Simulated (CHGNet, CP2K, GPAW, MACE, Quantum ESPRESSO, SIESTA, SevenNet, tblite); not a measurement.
# W(110)/C(100) interface (96 atoms): other programs against plane waves

One geometry of W(110)/C(100) interface (96 atoms) is solved by several programs and methods. How far do their forces lie from a plane-wave PBE run?

Results are calculated, not measured.

## Step 1: The cell

The cell holds 96 atoms (24 W and 72 C), with edges of 7.98, 7.57 and 24.83 Å. Recipe: bcc W(110), 3 repeat layers, 8 surface cells, strained +2.88 and -2.40 %; diamond-structure C(100), 4 layers, 9 cells, +0.00 and -0.00 %; outer planes 2.12 Å apart, 12 Å of vacuum above; not relaxed, displaced by a Gaussian of 0.02 Å. Then every atom was moved at random, 0.05 Å r.m.s. a Cartesian component.

## Step 2: The reference input

Quantum ESPRESSO 7.5: Kohn-Sham DFT, PBE, SSSP efficiency 1.3.0 pseudopotentials, plane waves. Its input, pw.in:

```
&control
  calculation = 'scf'
  pseudo_dir = './pseudo'
  outdir = './tmp'
  disk_io = 'none'
  tprnfor = .true.
/
&system
  ibrav = 0
  nat = 96
  ntyp = 2
  ecutwfc = 45
  ecutrho = 360
  nosym = .true.
  occupations = 'smearing'
  smearing = 'fd'
  degauss = 0.003675
/
&electrons
  conv_thr = 4.8e-07
  electron_maxstep = 100
  mixing_beta = 0.2
  mixing_mode = 'local-TF'
  diagonalization = 'david'
/
ATOMIC_SPECIES
W 183.840 W.upf
C 12.011 C.upf
CELL_PARAMETERS angstrom
7.97610 0.00000 0.00000
-2.39279 7.17840 0.00000
0.00000 0.00000 24.82973
ATOMIC_POSITIONS crystal
W 0.24492 0.75424 0.24148
W 0.37480 0.62153 0.32949
W 0.24756 0.74602 0.42185
W 0.61816 0.86194 0.24027
[... 90 atom lines left out ...]
C 0.38320 0.43251 0.72012
C 0.54665 0.49174 0.75864
K_POINTS gamma
```

```console
$ OMP_NUM_THREADS=1 mpirun -np 4 pw.x -in pw.in > output.txt
```

Wall time 9.1 min (4 MPI ranks of Arm Neoverse V1, shared host); peak memory 4.9 GiB; 37 min of CPU time.

It converged with an r.m.s. force component of 2.4 eV/Å.

## Step 3: What was run beside it

- CHGNet: machine-learned potential, published weights.
- CP2K 2026.2: Gaussian basis with GTH pseudopotentials and a plane-wave density; labels give functional, basis (MOLOPT sets; SR short-range, UZH the newer set with its own potentials), grid cutoff/relative cutoff and solver (OT: orbital transformation; TRS4, TC2, SIGN: linear-scaling purification with its sparsity filter), or its built-in tight binding.
- GPAW 26.7.0: PAW with atomic orbitals (LCAO), plane waves or a real-space grid of spacing h.
- MACE: machine-learned potential, published weights.
- SIESTA 5.4.2: numerical atomic orbitals, whose automatically made sets are far from complete, with PseudoDojo norm-conserving potentials that we converted to its format (checked against plane waves on the same files for H, C, O, Si, Ge and Ca alone); labels give functional, basis size, energy shift and mesh cutoff.
- SevenNet: machine-learned potential, published weights.
- tblite 0.8.0: extended tight binding, driven from Python.

All use the same cell and atoms, and the electronic-structure runs the same k-mesh.

## Step 4: All runs compared

Differences are against the reference: forces as r.m.s. over components, share as that over the reference's r.m.s. force, slope as the fitted ratio of a run's forces to the reference's.

| run | Δ force, r.m.s. (meV/Å) | share (%) | slope | cores | CPU time | memory (GiB) |
| --- | --- | --- | --- | --- | --- | --- |
| reference | - | - | - | 4 | 37 min | 4.9 |
| CHGNet r2SCAN potential | 676 | 28.5 | 0.795 | 1 | 6.8 s | 3.6 |
| CP2K PBE, DZVP-MOLOPT-SR, 210/50 Ry, diagonalisation (coarse) | 55.0 | 2.32 | 1.014 | 2 | 19 min | 1.5 |
| CP2K PBE, DZVP-MOLOPT-SR, 300/50 Ry, diagonalisation (coarse) | 53.3 | 2.25 | 1.015 | 4 | 21 min | 3.6 |
| CP2K PBE, DZVP-MOLOPT-SR, 600/50 Ry, diagonalisation | 52.7 | 2.23 | 1.015 | 4 | 24 min | 6.5 |
| CP2K PBE, SZV-MOLOPT-SR, 600/50 Ry, diagonalisation (coarse) | 755 | 31.9 | 1.287 | 2 | 13 min | 4.4 |
| CP2K revPBE, PBE potentials, DZVP-MOLOPT-SR, 600/50 Ry, diagonalisation | 47.0 | 1.99 | 1.015 | 4 | 24 min | 6.6 |
| GPAW PBE, LCAO dzp, h 0.2 Å | 167 | 7.07 | 1.045 | 1 | 14 min | 1.5 |
| GPAW PBE, plane waves 550 eV | 11.4 | 0.481 | 1.001 | 1 | 15 min | 1.5 |
| GPAW revPBE, LCAO dzp, h 0.2 Å | 208 | 8.77 | 1.050 | 1 | 15 min | 1.5 |
| MACE MPA-0 medium potential | 613 | 25.9 | 0.790 | 1 | 11 s | 1.3 |
| SIESTA PBE, DZP, shift 0.01 Ry, mesh 300 Ry | 222 | 9.40 | 1.064 | 2 | 9.4 min | 1.5 |
| SIESTA PBE, SZP, shift 0.01 Ry, mesh 300 Ry (coarse) | 629 | 26.6 | 1.131 | 2 | 6.2 min | 1.3 |
| SIESTA PBE, TZP, shift 0.01 Ry, mesh 300 Ry | 185 | 7.83 | 1.047 | 4 | 15 min | 2.5 |
| SIESTA optB88-vdW, PBE potentials, DZP, shift 0.01 Ry, mesh 300 Ry | 262 | 11.1 | 1.063 | 4 | 22 min | 2.8 |
| SevenNet l3i5 potential | 759 | 32.1 | 0.957 | 1 | 15 s | 2.2 |
| tblite GFN1-xTB | 829 | 35.0 | 1.062 | 1 | 5.5 s | 0.13 |

Rows marked coarse were listed beforehand as settings not expected to be converged; some can still land near the reference.

Times of the machine-learned potentials are mostly Python's start and the loading of weights.

Runs without a result: GPAW PBE, LCAO sz(dzp), h 0.2 Å (cut off at its time limit).

CPU time is summed over cores on shared hosts, so it is rough.

## Step 5: What came out

Forces lie from 0.48 % (GPAW PBE, plane waves 550 eV) to 35 % (tblite GFN1-xTB) of the reference's r.m.s. force of 2.4 eV/Å away from it. Other PBE runs on plane waves or a grid: GPAW PBE, plane waves 550 eV 0.48 % of the r.m.s. force; the reference has errors of its own, so differences under a few per cent don't tell which side is nearer the exact PBE result. The PBE runs in local orbitals, coarse settings apart, differ by 2.2 % (CP2K PBE, DZVP-MOLOPT-SR, 600/50 Ry, diagonalisation) to 9.4 % (SIESTA PBE, DZP, shift 0.01 Ry, mesh 300 Ry); basis, grid and potentials can all enter. Tight binding differs by 35 % (tblite GFN1-xTB); it is another model, with fitted parameters of its own, and the xTB methods hold dispersion.

Machine-learned potentials differ by 26 % (MACE MPA-0 medium potential) to 32 % (SevenNet l3i5 potential); they were trained on other programs' data, some at another functional. Among those trained on PBE data the slope goes as low as 0.79, which softening far from their training structures can give, though the reference's k-sampling is untested too. Rows with another functional or a dispersion term differ by 2.0 % (CP2K revPBE, PBE potentials, DZVP-MOLOPT-SR, 600/50 Ry, diagonalisation) to 11 % (SIESTA optB88-vdW, PBE potentials, DZP, shift 0.01 Ry, mesh 300 Ry), which mixes the change of model with differences of basis and potentials, some of them made for another functional. Runs with settings chosen to be coarse differ by 2.2 % (CP2K PBE, DZVP-MOLOPT-SR, 300/50 Ry, diagonalisation) to 32 % (CP2K PBE, SZV-MOLOPT-SR, 600/50 Ry, diagonalisation), their programs' other errors included. CP2K PBE, SZV-MOLOPT-SR, 600/50 Ry, diagonalisation stiffens the forces by a factor of 1.29 while following their directions (correlation 0.994); the slopes of the 5 CP2K runs lie between 1.01 and 1.29. From CP2K PBE, DZVP-MOLOPT-SR, 210/50 Ry, diagonalisation to the finer CP2K PBE, DZVP-MOLOPT-SR, 600/50 Ry, diagonalisation the share goes from 2.32 to 2.23 %, so the grid isn't what parts these runs from the reference.

**Limits.** Periodic xTB results under one method name differ between programs and library versions. Machine-learned potentials mimic data converged in k, so the reference's own k-point error enters their differences. The host structure and its lattice constant were typed by rule, without a check against the phase diagram. The electronic-structure runs sample only Γ, in a cell whose shortest periodic width is 7 Å, which is coarse for a cell with partly filled levels. Spin–orbit coupling is left out, which matters for the levels of the heavy elements. The slab repeats along its normal with no dipole correction. The reference has no spin polarisation, so local moments can't form. Where levels are smeared, the DFT runs use Fermi–Dirac occupations at 580 K (0.05 eV), and energies are free energies. The atoms were displaced at random, and shares hang on the size of the forces that this gives. The reference's cutoffs and mesh weren't converged further here.

[Logs are printed without paths, hosts, clocks, repeated set-up lines and the standing remarks that a program may print on its own settings, such as how far it seeks lower states.]

[Hosts, paths, dates, database ids (printed as entryN), source tags and the programs' standing remarks are cut or masked in the printed files.]

[Cells were taken only where this reference lay near another plane-wave run.]
